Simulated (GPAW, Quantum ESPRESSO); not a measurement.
# K K-edge XANES of K (Im-3m), part 4 of 4

Aim: the K K edge of K (Im-3m) by two routes, a Lanczos recursion (XSpectra) and a sum over empty bands (GPAW), to see which features are robust.

Quantum ESPRESSO 7.5 and GPAW 26.7.0; core-hole supercells, plane-wave PAW LDA.

So far. Step 10 (The field without a hole (GPAW)): The mesh shows no gap, so the system is treated as a metal and the core electron is put at the Fermi level (neutral cell). Step 11 (Spectrum without a core hole, K atom 1 (GPAW)): Main maxima below 30 eV (height): 1.1 eV (0.89), 3.3 eV (0.64), 7.2 eV (2.28), 12.5 eV (1.17), 18.6 eV (1.33) and 26.2 eV (1.09). 

The database entry behind the starting cell lists a temperature near 5 K, so it need not match the best structure at ambient conditions.

### Step 13. Spectrum with XCH, K atom 1 (GPAW)

Level of this step: X-ray absorption from dipole matrix elements to empty bands, plane-wave PAW LDA (GPAW).

The holes are 7.4 Å apart. The excited electron is kept in the cell, where it fills the lowest empty states and screens the hole. After the field has converged, empty bands are computed with the density fixed and the dipole matrix elements are summed.

File xas.py:

```python
import numpy as np
from ase import Atoms
from ase.parallel import parprint, paropen
from gpaw import GPAW, PW, FermiDirac, Mixer, MixerDif, setup_paths
from gpaw.test import gen
setup_paths.insert(0, '.')
gen('K', name='fch1s', xcname='LDA', corehole=(1, 0, 1), write_xml=True)
from gpaw.mpi import world
world.barrier()

atoms = Atoms('K4',
    cell=[[5.225, -5.225, 0],
     [5.225, 0, -5.225],
     [5.225, 0, 5.225]],
    scaled_positions=[[0, 0, 0],
     [0, 0.5, 0.5],
     [0.5, 0.75, 0.25],
     [0.5, 0.25, 0.75]],
    pbc=True)
atoms.calc = calc = GPAW(legacy_gpaw=True, mode=PW(500, force_complex_dtype=True), xc='LDA', setups={0: 'fch1s'},
    kpts={'size': (4, 4, 4), 'gamma': True}, occupations=FermiDirac(0.1),
    charge=-1, mixer=Mixer(0.1, 5, 50), maxiter=150,
    convergence={'density': 0.0001, 'eigenstates': 1e-6}, txt='scf.txt')
energy = atoms.get_potential_energy() + calc.get_reference_energy()
ef = calc.get_fermi_level()
out = dict(energy=energy, fermi=ef, forces=atoms.get_forces().tolist())
parprint(f'all-electron energy {energy:.4f} eV, Fermi level {ef:.4f} eV')
ev = np.array([[calc.get_eigenvalues(k, s) for k in range(len(calc.get_ibz_k_points()))] for s in range(calc.get_number_of_spins())])
out['homo'], out['lumo'], out['counts'] = ev[ev < ef].max(), ev[ev > ef].min(), sorted(set((ev < ef).sum((0, 2)).tolist()))
out['filled'] = (ev[:, 0] < ef).sum(1).tolist()

from ase.units import Ha
from gpaw.xas import dipole_matrix_elements
nb = int(calc.get_number_of_electrons() / 2) + 172
top, nb = nb, nb + 8 + nb // 12
nscf = calc.fixed_density(kpts={'size': (5, 5, 5), 'gamma': True}, nbands=nb,
    convergence={'bands': top, 'eigenstates': 1e-5}, maxiter=60, txt='nscf.txt')
cell = atoms.cell.array
ops = [cell.T @ U.T @ np.linalg.inv(cell.T) for U in nscf.wfs.kd.symmetry.op_scc]
E = np.arange(-6, 34, 0.1)
fwhm = np.interp(E, [4, 25], [0.9, 3.5])
Y, X, zero, highest = 0, 0, 1e9, 1e9
for spin in range(nscf.get_number_of_spins()):
    wfs = nscf.wfs
    A = dipole_matrix_elements(wfs.setups[0])
    eps = np.zeros((wfs.kd.nibzkpts, nb))
    d = np.zeros((3, A.shape[1], wfs.kd.nibzkpts, nb), complex)
    for kpt in wfs.kpt_u:
        if kpt.s == spin and 0 in kpt.P_ani:
            eps[kpt.k] = kpt.eps_n * Ha
            d[:, :, kpt.k] = (kpt.weight * wfs.nspins / 2) ** 0.5 * np.inner(A, kpt.P_ani[0])
    world.sum(eps)
    world.sum(d)
    T = np.einsum('amkn,bmkn->abkn', d, d.conj()).real
    T = sum(np.einsum('ai,ijkn,bj->abkn', R, T, R) for R in ops) / len(ops)
    empty = eps > ef
    zero, highest = min(zero, eps[empty].min()), min(highest, eps[:, top - 1].min())
    lines = [(eps, T, empty)] if spin == 0 else lines + [(eps, T, empty)]
for eps, T, empty in lines:
    f = np.einsum('aakn->akn', T).reshape(3, -1)
    x = eps.ravel() - zero
    w = np.interp(x, E, fwhm) / 2.35482
    g = np.exp(-0.5 * ((E[:, None] - x) / w) ** 2) / (w * (2 * np.pi) ** 0.5)
    Y = Y + (f * empty.ravel()) @ g.T
    X = X + (f * ~empty.ravel()) @ g.T
out.update(E=E.round(2).tolist(), xas=Y.tolist(), xes=X.tolist(), zero=zero, valid=highest - zero, nk=len(eps), nb=nb)
for i in range(0, len(E), 10):
    parprint(f'{E[i]:7.2f}', *(f'{v:10.3e}' for v in Y[:, i]))
import json
with paropen('out.json', 'w') as f:
    json.dump(out, f)
```

Command:

```
$ OMP_NUM_THREADS=1 mpirun -n 4 gpaw python xas.py
```

Numbers of over 12 decimals in the logs are rounded to 6 here.

The program printed:

```text
Input parameters:
  charge: -1
  convergence: {density: 0.0001,
                eigenstates: 1e-06}
  kpts: {gamma: True,
         size: (4, 4, 4)}
  maxiter: 150
  mixer: {backend: pulay,
          beta: 0.1,
          method: separate,
          nmaxold: 5,
          weight: 50}
  mode: {ecut: 500.0,
         force_complex_dtype: True,
         name: pw}
  occupations: {fixmagmom: False,
                name: fermi-dirac,
                width: 0.1}
  setups: {0: fch1s}

Initialize ...

[... PAW data sets ...]

Reference energy: -61743.490847  # eV

Spin-paired calculation

[... convergence settings ...]
Symmetries present (total): 48
  [... symmetry matrices ...]

64 k-points: 4 x 4 x 4 Monkhorst-Pack grid + [1/8,1/8,1/8]
8 k-points in the irreducible part of the Brillouin zone
       k-points in crystal coordinates                weights
   0:     0.00000000    0.00000000    0.00000000          1/64
   1:     0.25000000    0.25000000    0.00000000          8/64
   2:     0.25000000    0.25000000    0.25000000          6/64
   3:     0.50000000    0.25000000   -0.25000000          6/64
   4:     0.50000000    0.25000000    0.25000000         12/64
   5:     0.50000000    0.50000000    0.00000000          4/64
   6:     0.50000000    0.50000000    0.25000000         24/64
   7:     0.50000000    0.50000000    0.50000000          3/64

Wave functions: Plane wave expansion
  Cutoff energy: 500.000 eV
  Number of coefficients (min, max): 7216, 7343
  Pulay-stress correction: 0.000000 eV/Ang^3 (de/decut=0.000000)
  Using FFTW library
  Wavefunction extrapolation:
    Improved wavefunction reuse through dual PAW basis

Occupation numbers: Fermi-Dirac:
  width: 0.1000  # eV

Eigensolver
   Davidson(niter=2)

Densities:
  Coarse grid: 40*40*40 grid
  Fine grid: 80*80*80 grid
  Total Charge: 0.000000

Density mixing:
  Method: separate
  Backend: pulay
  Linear mixing parameter: 0.1
  old densities: 5
  Width of damping distribution: 1.1
  Damping of long wavelength oscillations: 50

[... Hamiltonian set-up ...]
Number of atoms: 4
Number of atomic orbitals: 20
Number of bands in calculation: 20
Number of valence electrons: 37
Bands to converge: occupied

... initialized

Initializing position-dependent things.

Density initialized from atomic densities
Creating initial wave functions:
  20 bands from LCAO basis set

                          K

         K           K

                          K

Atomic positions and initial magnetic moments

Positions:
   0 K      0.000000    0.000000    0.000000    ( 0.0000,  0.0000,  0.0000)
   1 K      5.225000    0.000000    0.000000    ( 0.0000,  0.0000,  0.0000)
   2 K      7.837500   -2.612500   -2.612500    ( 0.0000,  0.0000,  0.0000)
   3 K      7.837500   -2.612500    2.612500    ( 0.0000,  0.0000,  0.0000)

Unit cell:
           periodic     x           y           z      points  spacing
  1. axis:    yes    5.225000   -5.225000    0.000000    40     0.1306
  2. axis:    yes    5.225000    0.000000   -5.225000    40     0.1508
  3. axis:    yes    5.225000    0.000000    5.225000    40     0.1508

  Lengths:   7.389266   7.389266   7.389266
  Angles:   90.000000  60.000000  60.000000

Effective grid spacing dv^(1/3) = 0.1646

iter:   1   -15.562838
iter:   2   -14.572533   -1.30  -1.08
iter:   3   -12.288813   -0.32  -1.13
iter:   4   -12.210624   -2.17  -1.53
iter:   5   -12.935966   -1.39  -1.54
iter:   6   -12.205288   -1.02  -1.31
iter:   7   -12.175383   -2.70  -2.19
iter:   8   -12.177664   -2.63  -2.65
iter:   9   -12.173048c  -2.98  -2.39
iter:  10   -12.172670c  -4.04  -2.90
iter:  11   -12.172634c  -4.10  -3.03
iter:  12   -12.172856c  -4.57  -3.11
iter:  13   -12.172837c  -5.13  -3.39
iter:  14   -12.173042c  -4.80  -3.41
iter:  15   -12.172900c  -5.23  -3.40
iter:  16   -12.172908c  -6.20c -4.31c

Converged after 16 iterations.

Dipole moment: (-0.000000, 0.000000, 0.000000) |e|*Ang

Energy contributions relative to reference atoms: (reference = -61743.490847)

Kinetic:        -12.674541
Potential:      +12.969008
External:        +0.000000
XC:              -9.470331
Entropy (-ST):   -0.112267
Local:           -2.940910
SIC:             +0.000000
--------------------------
Free energy:    -12.229041
Extrapolated:   -12.172908

Showing only first 2 kpts
 Kpt  Band  Eigenvalues  Occupancy
  0    16     -1.58077    2.00000
  0    17      1.99135    0.00003
  0    18      2.87143    0.00000
  0    19      4.07558    0.00000

  1    16     -1.30357    2.00000
  1    17      0.78634    1.42032
  1    18      1.70702    0.00049
[...]
Fermi level: 0.87596

No gap
No difference between direct/indirect transitions

Forces in eV/Ang:
  0 K    -0.00000    0.00000    0.00000
  1 K    -0.00000   -0.00000    0.00000
  2 K    -0.00000   -0.00000    0.00000
  3 K     0.00000   -0.00000   -0.00000
Scalar-relativistic atomic LDA calculation for K (Potassium, Z=19)
Core hole in 1s state (1s occupation: 1.0)
600 radial gridpoints.
|------------------------------------------------|
|------------------------------------------------|
[... the atom generator's iteration count ...]

Energy contributions:
-------------------------
Kinetic:     +469.366302
XC:           -26.651020
Potential:   -910.221085
-------------------------
Total:       -467.505804

state      eigenvalue         ekin         rmax
-----------------------------------------------
1s^1.0 :  -137.009401   178.002510        0.053
2s^2.0 :   -14.952275    30.996296        0.308
2p^6.0 :   -12.557947    30.837461        0.248
3s^2.0 :    -1.923222     6.111175        1.010
3p^6.0 :    -1.291340     5.210461        1.046
4s^1.0 :    -0.332521     0.861316        3.154
-----------------------------------------------
(units: Bohr and Hartree)

Generating PAW setup
Kinetic energy of the core from tauc = 426.649692
Cutoffs:
rc(s)=2.120
rc(p)=2.090
rc(d)=1.770
rc(vbar)=2.070
rc(comp)=2.090
rc(nct)=2.120

Kinetic energy of the core states: 425.019867
Charge: 1.0
Core electrons: 9.0
Valence electrons: 9.0
Pseudo-core charge: 0.000157
Shape function alpha=2.289
Pseudo-electron charge 6.225162
state    eigenvalue         norm
--------------------------------
3s(2) :    -1.923222     0.851849
4s(1) :    -0.332521     0.979351
3p(6) :    -1.291340     0.590326
*p    :    -0.291340
*d    :     0.000000
--------------------------------

Diagonalizing with gridspacing h=0.050

state   all-electron     PAW
-------------------------------
3s:      -1.923222    -1.923900
3p:      -1.291340    -1.292876
*d:                   -0.316348
*f:                   -0.033378
-------------------------------
all-electron energy -61755.6638 eV, Fermi level 0.8760 eV
[...]
31.00  1.075e-06  1.075e-06  1.075e-06
  32.00  1.173e-06  1.173e-06  1.173e-06
  33.00  1.143e-06  1.143e-06  1.143e-06
```

Run time: 2.1 min. Hardware: 4 MPI ranks of Arm Neoverse V1, shared host; peak memory 0.36 GiB.

The K K spectrum, K atom 1, excited-electron core hole (neutral cell) (energy from the lowest empty level; intensity scaled to a mean of 1 over the first 20 eV):

```
E (eV)  intensity
  -2.0       0.00
  -1.5       0.00
  -1.0       0.01
  -0.5       0.09
   0.0       0.48
   0.5       1.13
   1.0       1.51
   1.5       0.79
   2.0       0.25
   2.5       0.37
   3.0       0.83
   3.5       1.20
   4.0       1.11
   4.5       0.94
   5.0       0.75
   5.5       0.77
   6.0       1.41
   6.5       2.16
   7.0       2.02
   7.5       1.34
   8.0       0.88
   8.5       0.71
   9.0       0.68
   9.5       0.69
  10.0       0.72
  10.5       0.78
  11.0       0.86
  11.5       0.92
  12.0       0.97
  12.5       0.99
  13.0       0.99
  13.5       0.97
  14.0       0.96
  14.5       0.96
  15.0       0.97
  15.5       0.98
  16.0       1.01
  16.5       1.06
  17.0       1.12
  17.5       1.16
  18.0       1.16
  18.5       1.11
  19.0       1.03
  19.5       0.96
  20.0       0.90
  20.5       0.87
  21.0       0.86
  21.5       0.87
  22.0       0.89
  22.5       0.91
  23.0       0.93
  23.5       0.94
  24.0       0.94
  24.5       0.94
  25.0       0.93
  25.5       0.92
  26.0       0.91
  26.5       0.90
  27.0       0.88
  27.5       0.85
  28.0       0.82
  28.5       0.81
  29.0       0.81
  29.5       0.84
  30.0       0.89
  30.5       0.97
  31.0       1.04
  31.5       1.10
  32.0       1.14
```

Main maxima below 30 eV (height): 0.9 eV (1.52), 3.6 eV (1.22), 6.7 eV (2.23), 17.7 eV (1.16) and 23.9 eV (0.94). 

The total-energy difference is 3612.44 eV. With the free-atom term of -19.73 eV for this edge, the photon energy is 3592.71 eV.

### Step 14. The two programs side by side

The line shapes differ (Lorentzian half width 0.4 eV up to 4 eV, rising linearly to 1.75 eV at 25 eV (not a setting of the program: the run's 0.4 eV curve was folded afterwards with a further Lorentzian above 4 eV), against Gaussian full width 0.9 eV up to 4 eV, rising linearly to 3.5 eV at 25 eV), so both get a further Gaussian of 1.5 eV full width before they are compared; the Lorentzian tails remain.

```
E (eV)  XSpectra  GPAW
 -2.00      0.09  0.00
 -1.25      0.16  0.05
 -0.50      0.36  0.27
  0.25      0.72  0.75
  1.00      0.91  0.99
  1.75      0.76  0.70
  2.50      0.74  0.60
  3.25      0.95  0.89
  4.00      1.06  1.01
  4.75      1.04  0.93
  5.50      1.15  1.09
  6.25      1.44  1.58
  7.00      1.50  1.68
  7.75      1.21  1.21
  8.50      0.95  0.82
  9.25      0.85  0.71
 10.00      0.84  0.74
 10.75      0.88  0.82
 11.50      0.93  0.91
 12.25      0.96  0.96
 13.00      0.97  0.98
 13.75      0.97  0.97
 14.50      0.97  0.97
 15.25      0.97  0.98
 16.00      0.99  1.02
 16.75      1.03  1.09
 17.50      1.04  1.13
 18.25      1.02  1.11
 19.00      0.97  1.03
 19.75      0.92  0.94
 20.50      0.88  0.89
 21.25      0.86  0.87
 22.00      0.87  0.89
 22.75      0.87  0.91
 23.50      0.87  0.93
 24.25      0.86  0.93
 25.00      0.86  0.93
 25.75      0.85  0.91
 26.50      0.84  0.89
 27.25      0.82  0.86
 28.00      0.81  0.83
 28.75      0.81  0.82
 29.50      0.83  0.86
 30.25      0.87  0.94
 31.00      0.91  1.03
 31.75      0.94  1.10
```

```
                                                                          XSpectra        GPAW
                                                k mesh of the spectrum       6×6×6       5×5×5
                                                           cutoff (eV)         626         500
highest intensity below 24 eV after the common broadening, eV (height)  6.7 (1.54)  6.7 (1.73)
                                    zero, corrected photon energy (eV)      3593.4      3592.7
                                    core time, hole field and spectrum      15 min     8.3 min
```

### Step 15. What the core hole does

XSpectra's curves. Both curves are counted from their own zero, so only the shift of weight within the empty states shows.

```
E (eV)  no hole   XCH
  -2.0     0.05  0.06
  -1.0     0.09  0.12
   0.0     0.34  0.52
   1.0     0.77  1.28
   2.0     0.68  0.49
   3.0     0.62  0.83
   4.0     0.62  0.99
   5.0     0.68  0.86
   6.0     0.81  1.19
   7.0     1.85  1.88
   8.0     1.51  0.94
   9.0     0.76  0.81
  10.0     0.87  0.75
  11.0     0.89  0.88
  12.0     1.15  1.02
  13.0     1.14  0.99
  14.0     1.15  1.03
  15.0     0.89  0.90
  16.0     0.97  0.97
  17.0     1.07  1.16
  18.0     1.26  1.26
  19.0     1.40  1.01
  20.0     1.13  0.89
  21.0     0.92  0.81
  22.0     0.92  0.88
  23.0     0.82  0.96
  24.0     1.05  0.97
  25.0     0.97  0.93
  26.0     1.12  0.95
  27.0     1.14  0.98
  28.0     0.94  0.73
  29.0     0.76  0.71
  30.0     0.62  0.82
  31.0     1.04  1.06
  32.0     1.07  1.23
```

With each curve scaled to its own mean, the area from −2 to 6 eV with the hole is 5.5 against 4.2, and the centre of weight from −1 to 20 eV moves by -0.7 eV: the hole pulls the absorber's empty states down.

### Step 16. Results

```yaml
absorber_and_edge: K K, atom 1 of the ground-state input (counted from 1)
surroundings: 8 K at 4.52 Å and 6 K at 5.22 Å (cube and octahedron, as in bcc, site symmetry m-3m)
highest_intensity_below_24_ev_xspectra_narrow_line: 6.7 eV above the zero, height 2.19
photon_energy_of_the_zero_with_the_added_terms: 3593.4 eV (raw 3613.1 eV; LDA puts this hole about 11 eV below PBE, itself good to a few eV)
```

The two programs agree closely: 10 % r.m.s. remains over the first 14 eV after a relative shift of 0.0 eV, and their photon-energy zeros differ by 0.7 eV. In XSpectra the K K edge of atom 1, with 8 K at 4.52 Å and 6 K at 5.22 Å (cube and octahedron, as in bcc, site symmetry m-3m), has its highest intensity of the first 24 eV at 6.7 eV above the zero, near 3600 eV in photon energy (LDA puts this hole about 11 eV below PBE, itself good to a few eV), 2.2 times the mean level of the first 20 eV (Lorentzian half width 0.4 eV). In XSpectra: With each curve scaled to its own mean, the area from −2 to 6 eV with the hole is 5.5 against 4.2, and the centre of weight from −1 to 20 eV moves by -0.7 eV: the hole pulls the absorber's empty states down. In GPAW: With each curve scaled to its own mean, the area from −2 to 6 eV with the hole is 5.4 against 4.0, and the centre of weight from −1 to 20 eV moves by -0.7 eV: the hole pulls the absorber's empty states down. 3 further runs of this session are left out of this account as redundant. The structure is a published determination, not relaxed.

[Banner, clock and machine lines of the logs are left out without a mark of their own.]

[Logs are printed without paths, hosts, clocks, repeated set-up lines and the standing remarks that a program may print on its own settings, such as how far it seeks lower states.]

[Hosts, paths, dates, database ids (printed as entryN), source tags and the programs' standing remarks are cut or masked in the printed files.]

[Lists of maxima count a maximum above −3 eV only where it reaches 4 % of the highest in the window and stands out from its surroundings by 2 % of it (1.5 % where it reaches 55 %); shoulders and weaker maxima are passed over, and of the rest the first, up to two pre-edge ones and the few strongest are named.]
